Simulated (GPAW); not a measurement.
# Ballistic transport through hexatriene-1,6-dithiol between two Ag chains, cheap and dear, part 3 of 3

Wanted: the zero-bias transmission of hexatriene-1,6-dithiol between two Ag chains on a ladder of levels, with run times.

GPAW 26.7.0; GPAW LCAO, PAW setups; Landauer transmission from Green's functions with principal layers (ASE), zero bias.

So far, transmission at the Fermi level (one spin): step 2 (GPAW, dzp, PBE, GPAW) 1.3e-5; step 3 (basis szp(dzp), PBE, GPAW) 1.1e-5; step 4 (basis sz(dzp), PBE, GPAW) 8.3e-6; step 5 (RPBE) 1.2e-5; step 8 (LDA, SCF mesh 1×1×6) 1.6e-5. Also open channels of the lead at the Fermi level (one spin): step 3 1; step 8 1.

## (9) Broadening 0.05, smearing 0.025

The broadening keeps the Green's functions finite; too large a value absorbs electrons where channels are open and leaks them where none are. Smearing helps the SCF of a metal converge, but it blurs occupations at band edges near the Fermi level.

Input file run.py:

```python
import json
import numpy as np
from ase import Atoms
from ase.transport.calculators import TransportCalculator
from gpaw import GPAW, FermiDirac
from gpaw.lcao.tools import get_lcao_hamiltonian
from scipy.linalg import eigh

# The junction with lead layers at both ends, along the third cell vector
device = Atoms(
    ['Ag', 'Ag', 'Ag', 'Ag', 'Ag', 'Ag', 'S', 'C', 'H', 'H', 'C', 'C', 'H', 'H', 'C', 'C', 'H', 'H', 'C', 'S', 'Ag', 'Ag', 'Ag', 'Ag', 'Ag', 'Ag'],
    positions=[
        [5.74623, 4.50000, 1.33000],
        [5.74623, 4.50000, 3.99000],
        [5.74623, 4.50000, 6.65000],
        [5.74623, 4.50000, 9.31000],
        [5.74623, 4.50000, 11.97000],
        [5.74623, 4.50000, 14.63000],
        [4.38967, 4.49998, 16.65814],
        [4.25746, 4.49998, 18.38274],
        [6.33116, 4.49999, 18.77873],
        [3.25001, 4.49997, 18.78920],
        [5.32525, 4.49998, 19.19295],
        [5.21272, 4.49998, 20.63624],
        [7.28439, 4.49999, 21.03053],
        [4.20808, 4.49998, 21.05554],
        [6.27975, 4.49998, 21.44982],
        [6.16721, 4.49998, 22.89312],
        [8.24245, 4.49998, 23.29687],
        [5.16131, 4.49998, 23.30734],
        [7.23500, 4.49998, 23.70333],
        [7.10279, 4.49997, 25.42793],
        [5.74623, 4.50000, 27.45607],
        [5.74623, 4.50000, 30.11607],
        [5.74623, 4.50000, 32.77607],
        [5.74623, 4.50000, 35.43607],
        [5.74623, 4.50000, 38.09607],
        [5.74623, 4.50000, 40.75607]],
    cell=[[11.49245, 0.0, 0.0], [0.0, 9.0, 0.0], [0.0, 0.0, 42.08607]],
    pbc=True)

# One principal layer of the lead: the first 4 atoms of the device
lead = Atoms(
    ['Ag', 'Ag', 'Ag', 'Ag'],
    positions=[
        [5.74623, 4.50000, 1.33000],
        [5.74623, 4.50000, 3.99000],
        [5.74623, 4.50000, 6.65000],
        [5.74623, 4.50000, 9.31000]],
    cell=[[11.49245, 0.0, 0.0], [0.0, 9.0, 0.0], [0.0, 0.0, 10.64]],
    pbc=True)

settings = dict(mode='lcao', basis='dzp', xc='PBE', h=0.2,
                occupations=FermiDirac(0.025), maxiter=250,
                mixer=dict(beta=0.1, nmaxold=8, weight=100.0),
                convergence=dict(density=0.0001))
energies = np.arange(-3, 3 + 1e-9, 0.075)
eta = 0.05
n1, n2 = 1, 1
# k and -k transmit alike, so half of the mesh across the current serves
mesh = [(i, j) for i in range(n1) for j in range(n2) if (i, j) <= (-i % n1, -j % n2)]
weights = np.array([1 if (i, j) == (-i % n1, -j % n2) else 2 for i, j in mesh]) / (n1 * n2)


def ground_state(atoms, size, txt):
    atoms.calc = GPAW(kpts={'size': size, 'gamma': True}, symmetry={'tolerance': 1e-3}, txt=txt, **settings)
    atoms.get_potential_energy()
    return atoms.calc.get_fermi_level()


def blocks(atoms, fermi, points, nz, cells):
    """H - E_F S and S between cell 0 and the cells above it, at each point across the current."""
    kz = np.arange(nz) / nz
    calc = atoms.calc.fixed_density(kpts=[(*k, z) for k in points for z in kz], symmetry='off', txt=None)
    H, S = get_lcao_hamiltonian(calc)
    H = (H - fermi * S).reshape(len(H), len(points), nz, *S.shape[1:])
    S = S.reshape(H.shape[1:])
    phases = [np.exp(-2j * np.pi * kz * R) / nz for R in cells]
    return [(np.einsum('skzij,z->ksij', H, p), np.einsum('kzij,z->kij', S, p)) for p in phases]


def pair(a, b):
    return np.block([[a, b], [b.T.conj(), a]])


def count_channels(h, s, cells, nk=240):
    """Half the number of times that the lead's bands cross each energy, unfolded to its shortest repeat."""
    b = len(h) // cells
    bands = []
    for k in (np.arange(nk + 1) + 0.5) / nk:
        hk, sk = h[:b, :b].copy(), s[:b, :b].copy()
        for R in range(1, cells):
            phase, block = np.exp(2j * np.pi * k * R), slice(R * b, (R + 1) * b)
            hk += h[:b, block] * phase + (h[:b, block] * phase).T.conj()
            sk += s[:b, block] * phase + (s[:b, block] * phase).T.conj()
        w, u = eigh(sk)
        x = u[:, w > 1e-5] / w[w > 1e-5]**0.5  # drop near-dependent combinations
        bands.append(np.r_[eigh(x.T.conj() @ hk @ x, eigvals_only=True), [1e9] * (w <= 1e-5).sum()])
    below = np.array(bands)[:, :, None] < energies
    return (below[1:] != below[:-1]).sum((0, 1)) / 2


fermi_lead = ground_state(lead, (1, 1, 11), 'lead.txt')
fermi_device = ground_state(device, (1, 1, 2), 'device.txt')
T, channels, eigen, tail, misfit, shifts = [], [], [], 0.0, 0.0, []
for first in range(0, len(mesh), 164):
    points = [(i / n1, j / n2) for i, j in mesh[first:first + 164]]
    (H0k, S0k), (H1k, S1k), (H2k, _) = blocks(lead, fermi_lead, points, 5, range(3))
    [(Hk, Sk)] = blocks(device, fermi_device, points, 2, [0])
    tail = max(tail, abs(H2k).max())
    for H0, S0, H1, S1, H, S in zip(H0k, S0k, H1k, S1k, Hk, Sk):
        n = len(S0)
        # Shift the lead onto the potential of the device's first layer
        shift = ((H[:, 0, 0] - H0[:, 0, 0]) / S0[0, 0]).real.mean()
        shifts.append(shift)
        misfit = max(misfit, abs(H[:, :n, :n] - H0 - shift * S0).max())
        Tk, Ck, Ek = [], [], []
        for s in range(len(H)):
            t = s % len(H0)  # a lead without moments serves both spins
            h1, s1 = pair(H0[t] + shift * S0, H1[t] + shift * S1), pair(S0, S1)
            leads = dict(h1=h1, s1=s1, energies=energies, eta=eta, eta1=eta, eta2=eta)
            calc = TransportCalculator(h=H[s], s=S, eigenchannels=3, **leads)
            Tk.append(calc.get_transmission())
            Ek.append(np.sort(calc.eigenchannels_ne, axis=0)[::-1])
            Ck.append(count_channels(h1, s1, 8))
        T.append(Tk)
        channels.append(Ck)
        eigen.append(Ek)
T, channels = np.array(T), np.array(channels)
mean, open_channels = np.einsum('kse,k->se', T, weights), np.einsum('kse,k->se', channels, weights)

print(f'basis functions: device {len(S)}, principal layer {n}')
print(f'Fermi level: lead {fermi_lead:.4f} eV, device {fermi_device:.4f} eV; lead shifted by {np.mean(shifts):.4f} eV')
print(f'largest coupling past the next layer {tail:.2e} eV, largest misfit of the first layer {misfit:.3f} eV')
print('  E-E_F (eV)   ' + 'T (one spin)  channels')
for e, t, c in zip(energies, mean.T, open_channels.T):
    print(f'{e:10.3f}  ', *[f'{x:11.4e}' for x in t], *[f'{x:9.4f}' for x in c])

kT = 8.617333e-5 * 300
fine = np.linspace(energies[0], energies[-1], 4001)
both = np.exp(np.interp(fine, energies, np.log(np.maximum(mean.sum(0) * 2 / len(mean), 1e-30))))
fermi = lambda mu: 1 / (1 + np.exp(np.clip((fine - mu) / kT, -200, 200)))
slope = fermi(0) * (1 - fermi(0)) / kT
G = np.trapezoid(both * slope, fine) / 2
seebeck = -np.trapezoid(both * slope * fine, fine) / (2 * G * 300) * 1e6
print(f'conductance at 300 K: {G:.5g} G0 a cell; thermopower {seebeck:.4g} uV/K')
bias = [0.1, 0.2, 0.5, 1.0, 1.5, 2.0]
current = [38.74 * np.trapezoid(both * (fermi(V / 2) - fermi(-V / 2)), fine) for V in bias]
for V, I in zip(bias, current):
    print(f'current from the zero-bias T(E) at {V} V: {I:.5g} uA')
zero = abs(energies).argmin()
json.dump(dict(energies=energies.tolist(), T=mean.tolist(), channels=open_channels.tolist(), G=G, seebeck=seebeck,
               bias=bias, current=current, tail=tail, misfit=misfit, shift=np.mean(shifts), n_device=len(S), n_lead=n,
               fermi=[fermi_lead, fermi_device], energy=device.get_potential_energy(),
               moments=device.get_magnetic_moments().tolist(), mesh=mesh, weights=weights.tolist(),
               T_k=T[:, :, zero].tolist(), eigen=np.array(eigen[0]).tolist()), open('result.json', 'w'))
```

Started as:

```
$ OMP_NUM_THREADS=1 OPENBLAS_NUM_THREADS=1 python run.py
```

Run time: 2.5 min. Hardware: 1 thread of Arm Neoverse V1, shared host; peak memory 1.8 GiB.

The run finished with changed settings (eta = 0.05 and width = 0.025); it serves as a test.

Side by side:

```
                                           quantity  this run  sound run  difference
                                   conductance (G₀)  6.025e-6   1.315e-5     -7.1e-6
                                 thermopower (μV/K)   -7.7394    -3.0069       -4.73
largest coupling past the next principal layer (eV)  3.555e-5   3.555e-5      1.5e-9
   largest misfit of the first principal layer (eV)   0.21636    0.19810      0.0183
                    shift that aligns the lead (eV)  0.026967  0.0091952      0.0178
         transmission at the Fermi level (one spin)  6.082e-6   1.326e-5     -7.2e-6
```

The two runs differ clearly in the thermopower: -7.74 μV/K against -3.01 μV/K.

## (10) Outcome

```
conductance                                        : 1.3e-5 G₀
transmission at the Fermi level, mean of the spins : 1.3e-5
thermopower                                        : -3.01 μV/K
```

In words: In the dzp basis the junction conducts 1.3e-5 G₀ at 300 K, with T = 1.3e-5 a spin at the Fermi level; no smaller basis tried comes within 10 % of that conductance. The junction is in the tunnelling regime at the Fermi level. Measured against the first run (dzp), the nearest curve is that of dzp-RPBE (r.m.s. 0.10) and the farthest that of sz (0.17). Over the compared runs wall time goes from 64 s (sz) to 128 s (dzp-RPBE), on a shared host. The geometry was built from estimated bond lengths and not relaxed, so the numbers describe this model structure. Chains and heavy atoms lie in or near one plane, so the lead's one s-like channel couples little or not at all to the π orbitals, which are odd under that mirror; the current goes mainly through σ states, and a contact out of the plane would conduct differently. An evenly spaced straight chain is an idealisation: free chains tend to dimerise, zigzag or, where a band edge lies near the Fermi level, turn magnetic. The currents use the zero-bias T(E) throughout, which holds only while the bias is small against the distance to the nearest feature. The energy step is wider than the thermal energy, so the conductance and thermopower rest on interpolation of T(E).

[Logs are printed without paths, hosts, clocks, repeated set-up lines and the standing remarks that a program may print on its own settings, such as how far it seeks lower states.]

[Hosts, paths, dates, database ids (printed as entryN), source tags and the programs' standing remarks are cut or masked in the printed files.]
